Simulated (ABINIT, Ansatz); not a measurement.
# How the form of the self-energy moves the gap of MgO2 (R-3m), part 2 of 2

How much does the gap of MgO2 (R-3m) depend on the approximation to the self-energy?

ABINIT 10.8.3; LDA and many-body steps on it, plane waves. Known limits of the many-body steps: not at the basis limit; coarse k mesh.

So far. Step 5 (G0W0, Hybertsen-Louie plasmon pole): Against G0W0 in ABINIT (4×4×4 mesh, 48 bands, screening to 141.5 eV, Godby-Needs plasmon pole), the gap moves by +0.365 eV. Step 6 (G0W0, von der Linden-Horsch plasmon pole): Against G0W0 in ABINIT (4×4×4 mesh, 48 bands, screening to 141.5 eV, Godby-Needs plasmon pole), the gap moves by +0.266 eV.

**7. One-shot Hartree-Fock**

This step: one-shot Hartree-Fock on LDA, plane waves, norm-conserving pseudopotentials.

Contents of run.abi:

```
acell 3*1.0 Angstrom
rprim 
  1.604761016024 0.926509204586 3.493978874900
  -1.604761016024 0.926509204586 3.493978874900
  0.000000000000 -1.853018409173 3.493978874900
ntypat 2
znucl 12 8
natom 3
typat 1 2 2
xred 
  0.000000000000 0.000000000000 0.000000000000
  0.428786000000 0.428786000000 0.428786000000
  0.571214000000 0.571214000000 0.571214000000
pp_dirpath "pseudos"
pseudos "Mg.upf, O.upf"
ecut 38
ngkpt 4 4 4
nshiftk 1
shiftk 0 0 0
kptopt 1
chksymbreak 0
istwfk *1
occopt 1
irdwfk 1
optdriver 4
nband 15
gwcalctyp 5
ecutsigx 38
symsigma 1
nkptgw 2
kptgw 
  0.5000000000 0.5000000000 0.5000000000
  0.0000000000 0.0000000000 0.0000000000
bdgw 
  10 13
  10 13
ixc_sigma 40
fftgw 31
indata_prefix "in"
outdata_prefix "out"
tmpdata_prefix "tmp"
```

Launch:

```sh
> OMP_NUM_THREADS=1 mpirun -n 4 abinit run.abi > log
```

The program printed:

```text
.Version 10.8.3 of ABINIT. v10.8.2 released Aug 2026.

 Symmetries : space group R-3 m (#166); Bravais hR (rhombohedral)
[... echo of the input left out ...]
== DATASET  1 ==================================================================
-   mpi_nproc: 4, omp_nthreads: 1 (-1 if OMP is not activated)

--- !DatasetInfo
iteration_state: {dtset: 1, }
dimensions: {natom: 3, nkpt: 13, mband: 15, nsppol: 1, nspinor: 1, nspden: 1, mpw: 2370, }
cutoff_energies: {ecut:  38.0, pawecutdg:  -1.0, }
[...]
Band     E0 <VxcDFT>   SigX SigC(E0)      Z dSigC/dE  Sig(E)    E-E0       E
[...]
12   7.566 -11.433  -6.289   0.000   1.000   0.000  -6.289   5.144  12.710
       13   7.794 -20.079 -12.512   0.000   1.000   0.000 -12.512   7.567  15.361

== END DATASET(S) ==============================================================
================================================================================

 -outvars: echo values of variables after computation  --------
           etotal      0.0000000000E+00
            nband          15
             nkpt          13
          spgroup         166
 [... the other variables as echoed above ...]

 Calculation completed.
```

Elapsed: 2.7 s, on 4 MPI ranks of Arm Neoverse V1, shared host; peak memory 0.17 GiB; 11 s of CPU time.

This step gave:

* quasiparticle gap on the points computed: 14.03 eV
* starting gap on the mesh: 2.137 eV
* k of the valence top: 0.5, 0.5, 0.5
* k of the conduction bottom: 0.5, 0.5, 0.5
* least direct quasiparticle gap on the computed points: 14.03 eV

Against G0W0 in ABINIT (4×4×4 mesh, 48 bands, screening to 141.5 eV, Godby-Needs plasmon pole), the gap moves by +9.021 eV.

**8. Screening, 4×4×4 mesh, 48 bands, screening to 141.5 eV**

This step: RPA screening on LDA, plane waves, norm-conserving pseudopotentials.

Edit run.abi of step 7 so:

```diff
@@ -24,16 +24,14 @@
 irdwfk 1
-optdriver 4
-nband 15
-gwcalctyp 5
-ecutsigx 38
-symsigma 1
-nkptgw 2
-kptgw 
-  0.5000000000 0.5000000000 0.5000000000
-  0.0000000000 0.0000000000 0.0000000000
-bdgw 
-  10 13
-  10 13
-ixc_sigma 40
-fftgw 31
+optdriver 3
+nband 48
+ecuteps 5.2
+inclvkb 2
+awtr 1
+symchi 1
+gwcalctyp 2
+nfreqre 16
+freqremax 40 eV
+nfreqim 8
+spmeth 1
+nomegasf 120
 indata_prefix "in"
```

The program printed:

```text
.Version 10.8.3 of ABINIT. v10.8.2 released Aug 2026.

 Symmetries : space group R-3 m (#166); Bravais hR (rhombohedral)
[... echo of the input left out ...]
== DATASET  1 ==================================================================
-   mpi_nproc: 4, omp_nthreads: 1 (-1 if OMP is not activated)

--- !DatasetInfo
iteration_state: {dtset: 1, }
dimensions: {natom: 3, nkpt: 13, mband: 48, nsppol: 1, nspinor: 1, nspden: 1, mpw: 2370, }
cutoff_energies: {ecut:  38.0, pawecutdg:  -1.0, }
electrons: {nelect:   2.20000000E+01, charge:   0.00000000E+00, occopt:   1.00000000E+00, tsmear:   1.00000000E-02, }

 SCREENING: Calculation of the susceptibility and dielectric matrices

 Based on a program developped by R.W. Godby, V. Olevano, G. Onida, and L. Reining.
 Incorporated in ABINIT by V. Olevano, G.-M. Rignanese, and M. Torrent.
.Using double precision arithmetic ; gwpc =  8

[... cell and pseudopotentials left out ...]
--------------------------------------------------------------------------------

 ==== K-mesh for the wavefunctions ====
 Number of points in the irreducible wedge :    13
[... list of points left out ...]
 Together with 12 symmetry operations and time-reversal symmetry
 yields    64 points in the full Brillouin Zone.

 ==== Q-mesh for the screening function ====
 Number of points in the irreducible wedge :    13
[... list of points left out ...]
 Together with 12 symmetry operations and time-reversal symmetry
 yields    64 points in the full Brillouin Zone.

 setmesh: FFT mesh size selected  =    30x   30x   30
          total number of points  =        27000

 vcoul_init : cutoff-mode = AUXILIARY_FUNCTION
 q-points for optical limit:   1
     1)      0.000010    0.000020    0.000030

- screening: taking advantage of time-reversal symmetry
- Maximum band index for partially occupied states nbvw = 11
- Remaining bands to be divided among processors   nbcw = 37
- Number of bands treated by each node ~9

 Number of electrons calculated from density =   22.0000; Expected =   22.0000
 average of density, n =  0.104591
 r_s =    1.3167
 omega_plasma =   31.1963 [eV]

 calculating chi0 at frequencies [eV] :
  1    0.000000E+00    0.000000E+00
  2    2.666667E+00    0.000000E+00
  3    5.333333E+00    0.000000E+00
[...]
23    0.000000E+00    7.945150E+01
 24    0.000000E+00    1.118686E+02

--------------------------------------------------------------------------------
  q-point number  1        q = ( 0.000000, 0.000000, 0.000000) [r.l.u.]
--------------------------------------------------------------------------------
[... chi0 elements left out ...]
  [... further frequencies ...]

 No. of calculated frequencies >  15, stop printing
 For q-point:  0.000010 0.000020 0.000030
  dielectric constant =   3.5665
  dielectric constant without local fields =   3.9124

  Average fulfillment of the sum rule on Im[epsilon] for q-point    1 :     39.98  [%]
[... wings left out ...]
  q-point number  2        q = ( 0.250000, 0.000000, 0.000000) [r.l.u.]
--------------------------------------------------------------------------------
[... chi0 elements left out ...]
  [... further frequencies ...]

 No. of calculated frequencies >  15, stop printing
  Average fulfillment of the sum rule on Im[epsilon] for q-point    2 :     54.12  [%]

 [... 11 further q-points ...]
```

Run time: 27 s. Hardware: 4 MPI ranks; peak memory 0.83 GiB; 1.8 min of CPU time.

Numbers from this step:

```yaml
eps_infinity_with_local_fields_on_this_mesh_along_the_program_s_q_direction: 3.567
the_same_without_local_fields: 3.912
plasma_frequency: 31.20 eV
plane_waves_in_the_screening_matrix: 109
```

**9. G0W0, contour deformation**

This step: G0W0 on LDA, plane waves, norm-conserving pseudopotentials.

Edit run.abi of step 8 so:

```diff
@@ -24,14 +24,16 @@
 irdwfk 1
-optdriver 3
+optdriver 4
 nband 48
+gwcalctyp 2
+ecutsigx 38
+symsigma 1
+nkptgw 2
+kptgw 
+  0.5000000000 0.5000000000 0.5000000000
+  0.0000000000 0.0000000000 0.0000000000
+bdgw 
+  10 13
+  10 13
 ecuteps 5.2
-inclvkb 2
-awtr 1
-symchi 1
-gwcalctyp 2
-nfreqre 16
-freqremax 40 eV
-nfreqim 8
-spmeth 1
-nomegasf 120
+irdscr 1
 indata_prefix "in"
```

The program printed:

```text
.Version 10.8.3 of ABINIT. v10.8.2 released Aug 2026.

 Symmetries : space group R-3 m (#166); Bravais hR (rhombohedral)
[... echo of the input left out ...]
== DATASET  1 ==================================================================
-   mpi_nproc: 4, omp_nthreads: 1 (-1 if OMP is not activated)

--- !DatasetInfo
iteration_state: {dtset: 1, }
dimensions: {natom: 3, nkpt: 13, mband: 48, nsppol: 1, nspinor: 1, nspden: 1, mpw: 2370, }
cutoff_energies: {ecut:  38.0, pawecutdg:  -1.0, }
[...]
Band     E0 <VxcDFT>   SigX SigC(E0)      Z dSigC/dE  Sig(E)    E-E0       E
[...]
13   7.794 -20.079 -12.512  -4.444   0.683  -0.464 -17.946   2.133   9.927
       13   0.000   0.000   0.000   0.044   0.000   0.000   0.030   0.030   0.030

== END DATASET(S) ==============================================================
================================================================================

 -outvars: echo values of variables after computation  --------
           etotal      0.0000000000E+00
            nband          48
             nkpt          13
          spgroup         166
 [... the other variables as echoed above ...]

 Calculation completed.
```

Wall time 3.7 s (4 MPI ranks); peak memory 0.71 GiB; 15 s of CPU time.

This step gave:

```yaml
g0w0_gap_on_the_points_computed: 4.903 eV
starting_gap_on_the_mesh: 2.137 eV
k_of_the_valence_top: 0.5, 0.5, 0.5
k_of_the_conduction_bottom: 0.5, 0.5, 0.5
least_direct_g0w0_gap_on_the_computed_points: 4.903 eV
```

Against G0W0 in ABINIT (4×4×4 mesh, 48 bands, screening to 141.5 eV, Godby-Needs plasmon pole), the gap moves by −0.109 eV.

**10. Side by side**

Times are wall times on 4 MPI ranks of Arm Neoverse V1, shared host, good to a factor of about two. A run's time includes the screening step that it read.

```tsv
run	mesh	bands	screening cutoff (eV)	DFT gap (eV)	gap on the mesh (eV)	direct (eV)	ε∞ used	time
G0W0, Godby-Needs plasmon pole	4×4×4	48	141.5	2.137	5.012	5.012	3.53	27 s
G0W0, Hybertsen-Louie plasmon pole	4×4×4	48	141.5	2.137	5.377	5.377	3.53	27 s
G0W0, von der Linden-Horsch plasmon pole	4×4×4	48	141.5	2.137	5.278	5.278	3.53	27 s
one-shot Hartree-Fock	4×4×4	-	-	2.137	14.033	14.033	-	2.7 s
G0W0, contour deformation	4×4×4	48	141.5	2.137	4.903	4.903	3.57	31 s
```

**11. Outcome**

```json
{
 "G0W0, Godby-Needs plasmon pole": "5.012 eV",
 "G0W0, Hybertsen-Louie plasmon pole": "5.377 eV",
 "G0W0, von der Linden-Horsch plasmon pole": "5.278 eV",
 "one-shot Hartree-Fock": "14.033 eV",
 "G0W0, contour deformation": "4.903 eV",
 "known limits": "not at the basis limit; coarse k mesh"
}
```

In words: G0W0, Hybertsen-Louie plasmon pole: +0.365 eV against G0W0, Godby-Needs plasmon pole. G0W0, von der Linden-Horsch plasmon pole: +0.266 eV against G0W0, Godby-Needs plasmon pole. One-shot Hartree-Fock: +9.021 eV against G0W0, Godby-Needs plasmon pole. G0W0, contour deformation: −0.109 eV against G0W0, Godby-Needs plasmon pole. Bare exchange alone opens the gap to 14.03 eV; against G0W0, correlation takes back 9.02 eV. Bands and cutoff are finite, so the gap is not at the basis limit. The miss can reach some tenths of an eV and take either sign; the mesh is an error of its own. In the first G0W0 run levels were corrected at 2 k points alone, so a gap called «on the mesh» is the least over those, and an edge elsewhere would be missed. The 4×4×4 mesh is coarse for this cell, which bears on the long-range parts of exchange and screening.

[Paths, hosts, dates, memory and timing lines, banners, echoed tables and standing remarks are left out of the program output.]

[Logs are printed without paths, hosts, clocks, repeated set-up lines and the standing remarks that a program may print on its own settings, such as how far it seeks lower states.]

[Runs of the session that timed out or met a known fault of the program may be left out.]

[No measured gap is set beside runs whose start may be inverted or whose files or cutoffs have a known fault.]

[Hosts, paths, dates, database ids (printed as entryN), source tags and the programs' standing remarks are cut or masked in the printed files.]

[G0W0 gaps are taken among the corrected bands and points alone; a level outside them can change the order at an edge.]

[Where Ansatz stands beside ABINIT at settings called matched, ABINIT's density can come from a denser mesh and the files from another edition; pairs whose starting gaps differed by over 0.03 eV were left out, so agreement reads better than it is.]
